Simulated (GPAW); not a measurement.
# How all numerical settings together moves the magnetism of linear Fe chain, spacing 2.318 A, part 2 of 2

Two starts of linear Fe chain, spacing 2.318 A are run at each rung of all numerical settings together. Which rung is enough?

GPAW 26.7.0; PBE; plane waves with GPAW's PAW setups, scalar-relativistic.

So far, largest spin moment in the augmentation sphere (μB): step 2 (rung 1 (280 eV, mesh 1×1×6), start ferro +) 3.07; step 3 (rung 1 (280 eV, mesh 1×1×3), start antiferro q=(0,0,1/2) +-) 2.70; step 4 (rung 2 (380 eV, mesh 1×1×8), start ferro +) 2.99; step 5 (rung 2 (380 eV, mesh 1×1×4), start antiferro q=(0,0,1/2) +-) 2.73; step 6 (rung 3 (500 eV, mesh 1×1×10), start ferro +) 3.08.

## (7) Rung 3 (500 eV, mesh 1×1×5), start antiferro q=(0,0,1/2) +-

Contents of order2.py:

```python
import json
import numpy as np
from ase import Atoms
from ase.parallel import paropen, parprint
from gpaw import GPAW

atoms = Atoms(['Fe', 'Fe'],
    cell=[[12.0, 0.0, 0.0],
         [0.0, 12.0, 0.0],
         [0.0, 0.0, 4.636]],
    scaled_positions=[[0.5, 0.5, 0.0],
         [0.5, 0.5, 0.5]],
    pbc=True,
    magmoms=[2.8, -2.8])
atoms.calc = GPAW(mode={'name': 'pw', 'ecut': 500},
    xc='PBE',
    kpts={'size': (1, 1, 5), 'gamma': True},
    occupations={'name': 'fermi-dirac', 'width': 0.1},
    convergence={'density': 1e-05, 'energy': 1e-05},
    maxiter=200,
    symmetry={'tolerance': 1e-4},
    txt='order2.txt')
e = atoms.get_potential_energy(force_consistent=True)
res = {'free_energy': e, 'energy_sigma0': atoms.get_potential_energy(), 'fermi_energy': atoms.calc.get_fermi_level()}
res['moments'] = atoms.get_magnetic_moments().tolist()
res['total'] = atoms.get_magnetic_moment()
parprint('site moments (muB):', np.round(res['moments'], 3))
parprint(f"total moment: {res['total']:.3f} muB")
parprint(f'free energy: {e:.6f} eV')
atoms.calc.write('order2.gpw')
with paropen('results.json', 'w') as f:
    json.dump(res, f)
```

Command:

```console
OMP_NUM_THREADS=1 python3 order2.py > order2.log
```

Numbers of over 12 decimals in the logs are rounded to 6 here.

Log:

```text
site moments (muB): [ 2.879 -2.879]
total moment: -0.000 muB
free energy: -11.107308 eV

--- order2.txt ---
Input parameters:
  mode=PW(ecut=500),
  convergence={'density': 1e-05, 'energy': 1e-05},
  kpts=MonkhorstPack(size=(1, 1, 5), gamma=True),
  maxiter=200,
  occupations=Occupations(name='fermi-dirac', width=0.1),
  symmetry=Symmetry(tolerance=0.0001),
  xc=XC(name='PBE')

Diagonalizing LCAO Hamiltonian
[...]
|          3 |        -6.300 |     1.000 |        -6.300 |     1.000 |
|          4 |        -6.300 |     1.000 |        -6.300 |     1.000 |
[...]
|         10 |        -2.590 |     0.000 |        -2.590 |     0.000 |
|         11 |        -2.018 |     0.000 |        -2.018 |     0.000 |
|         12 |        -2.018 |     0.000 |        -2.018 |     0.000 |
|         13 |        -0.206 |     0.000 |        -0.206 |     0.000 |

No gap
No difference between direct/indirect transitions


[key lines of the parts left out:]
Free energy:     -11.107308
Converged in 51 steps
dipole moment: (-0.000118, -0.000118, -11.261323)  # |e|*Ang
Fermi level: -3.436
```

Run time: 88 s. Hardware: 1 MPI rank of Intel Xeon Platinum 8559C (Emerald Rapids), shared host; peak memory 0.42 GiB.

Numbers from this step:

```
magnetization  : 0 μB
final state    : antiferromagnetic
largest moment : 2.879 μB
```

This start lies +241.7 meV a seeded atom from the first, a change of +20.6 meV since rung 2; its largest moment is 2.88 μB.

## (8) Rung 4 (700 eV, mesh 1×1×14), start ferro +

Contents of order1.py:

```python
import json
import numpy as np
from ase import Atoms
from ase.parallel import paropen, parprint
from gpaw import GPAW

atoms = Atoms(['Fe'],
    cell=[[12.0, 0.0, 0.0],
         [0.0, 12.0, 0.0],
         [0.0, 0.0, 2.318]],
    scaled_positions=[[0.5, 0.5, 0.0]],
    pbc=True,
    magmoms=[2.8])
atoms.calc = GPAW(mode={'name': 'pw', 'ecut': 700},
    xc='PBE',
    kpts={'size': (1, 1, 14), 'gamma': True},
    occupations={'name': 'fermi-dirac', 'width': 0.05},
    convergence={'density': 1e-05, 'energy': 1e-05},
    maxiter=200,
    symmetry={'tolerance': 1e-4},
    txt='order1.txt')
e = atoms.get_potential_energy(force_consistent=True)
res = {'free_energy': e, 'energy_sigma0': atoms.get_potential_energy(), 'fermi_energy': atoms.calc.get_fermi_level()}
res['moments'] = atoms.get_magnetic_moments().tolist()
res['total'] = atoms.get_magnetic_moment()
parprint('site moments (muB):', np.round(res['moments'], 3))
parprint(f"total moment: {res['total']:.3f} muB")
parprint(f'free energy: {e:.6f} eV')
atoms.calc.write('order1.gpw')
with paropen('results.json', 'w') as f:
    json.dump(res, f)
```

Command:

```console
OMP_NUM_THREADS=1 python3 order1.py > order1.log
```

Log:

```text
site moments (muB): [3.029]
total moment: 3.286 muB
free energy: -5.787621 eV

--- order1.txt ---
Input parameters:
  mode=PW(ecut=700),
  convergence={'density': 1e-05, 'energy': 1e-05},
  kpts=MonkhorstPack(size=(1, 1, 14), gamma=True),
  maxiter=200,
  occupations=Occupations(name='fermi-dirac', width=0.05),
  symmetry=Symmetry(tolerance=0.0001),
  xc=XC(name='PBE')

Diagonalizing LCAO Hamiltonian
[...]
|          3 |        -6.021 |     1.000 |        -3.439 |     0.590 |
|          4 |        -4.584 |     1.000 |        -1.824 |     0.000 |
|          5 |        -4.584 |     1.000 |        -1.824 |     0.000 |
|          6 |        -2.233 |     0.000 |        -1.763 |     0.000 |
|          7 |        -2.233 |     0.000 |        -1.763 |     0.000 |
|          8 |         0.184 |     0.000 |         0.164 |     0.000 |

No gap
No difference between direct/indirect transitions


[key lines of the parts left out:]
Free energy:      -5.787621
Converged in 19 steps
dipole moment: (-0.000059, -0.000059, -5.603993)  # |e|*Ang
Fermi level: -3.421
```

It took 37 s on 1 MPI rank; peak memory 0.4 GiB.

Numbers from this step:

* magnetization: 3.286 μB
* final state: ferromagnetic
* largest moment: 3.029 μB

The largest moment moves by -0.05 μB from rung 3, at 1.7 times its CPU time.

## (9) Rung 4 (700 eV, mesh 1×1×7), start antiferro q=(0,0,1/2) +-

order2.py is the script of step 7 with these lines changed:

```diff
@@ -14,6 +14,6 @@
     magmoms=[2.8, -2.8])
-atoms.calc = GPAW(mode={'name': 'pw', 'ecut': 500},
+atoms.calc = GPAW(mode={'name': 'pw', 'ecut': 700},
     xc='PBE',
-    kpts={'size': (1, 1, 5), 'gamma': True},
-    occupations={'name': 'fermi-dirac', 'width': 0.1},
+    kpts={'size': (1, 1, 7), 'gamma': True},
+    occupations={'name': 'fermi-dirac', 'width': 0.05},
     convergence={'density': 1e-05, 'energy': 1e-05},
```

Command:

```console
OMP_NUM_THREADS=1 python3 order2.py > order2.log
```

Log:

```text
site moments (muB): [ 2.84 -2.84]
total moment: 0.000 muB
free energy: -11.046678 eV

--- order2.txt ---
Input parameters:
  mode=PW(ecut=700),
  convergence={'density': 1e-05, 'energy': 1e-05},
  kpts=MonkhorstPack(size=(1, 1, 7), gamma=True),
  maxiter=200,
  occupations=Occupations(name='fermi-dirac', width=0.05),
  symmetry=Symmetry(tolerance=0.0001),
  xc=XC(name='PBE')

Diagonalizing LCAO Hamiltonian
[...]
|          3 |        -6.142 |     1.000 |        -6.142 |     1.000 |
|          4 |        -6.142 |     1.000 |        -6.142 |     1.000 |
[...]
|         10 |        -2.440 |     0.000 |        -2.440 |     0.000 |
|         11 |        -2.030 |     0.000 |        -2.030 |     0.000 |
|         12 |        -2.030 |     0.000 |        -2.030 |     0.000 |
|         13 |        -0.201 |     0.000 |        -0.201 |     0.000 |

No gap
No difference between direct/indirect transitions


[key lines of the parts left out:]
Free energy:     -11.046678
Converged in 110 steps
dipole moment: (-0.000118, -0.000118, -11.223375)  # |e|*Ang
Fermi level: -3.237
```

It took 6.3 min on 1 MPI rank; peak memory 0.69 GiB.

Numbers from this step:

| Item | Value |
| --- | --- |
| magnetization | 0 μB |
| final state | antiferromagnetic |
| largest moment | 2.840 μB |

This start lies +264.3 meV a seeded atom from the first, a change of +22.6 meV since rung 3; its largest moment is 2.84 μB.

## (10) The rungs together

Ladder, by row:

| rung | cutoff (eV) | mesh | smearing (eV) | state from the first start | state from the second start | second less first (meV a seeded atom) | moment, first (μB) | moment, second (μB) | CPU time (s) |
| --- | --- | --- | --- | --- | --- | --- | --- | --- | --- |
| 1 | 280 | 1x1x6 | 0.2 | ferromagnetic | antiferromagnetic | 228.5 | 3.07 | 2.702 | 36.82 |
| 2 | 380 | 1x1x8 | 0.15 | ferromagnetic | antiferromagnetic | 221.1 | 2.986 | 2.735 | 65.98 |
| 3 | 500 | 1x1x10 | 0.1 | ferromagnetic | antiferromagnetic | 241.7 | 3.08 | 2.879 | 109.3 |
| 4 | 700 | 1x1x14 | 0.05 | ferromagnetic | antiferromagnetic | 264.3 | 3.029 | 2.84 | 413.3 |

## (11) Outcome

```json
{"range of the moment in the table, first start": "2.99 to 3.08 μB", "range of CPU time": "37 s to 6.9 min", "range of the energy difference": "221 to 264 meV a seeded atom"}
```

Only the last rung can serve as the reference, and the rung before it is still 23 meV away, so convergence is not shown. The first start ends lower on every rung of the table; whether functional and cell give the true order is another question. The largest step comes last, so convergence is not shown.

[Logs and program files are shortened in this print: banners, set-up blocks, solver, clock and traceback lines can be left out without a mark of their own.]

[Logs are printed without paths, hosts, clocks, repeated set-up lines and the standing remarks that a program may print on its own settings, such as how far it seeks lower states.]

[Hosts, paths, dates, database ids (printed as entryN), source tags and the programs' standing remarks are cut or masked in the printed files.]

[Where a cell is said to come from a database of computed structures, the database is the Materials Project.]
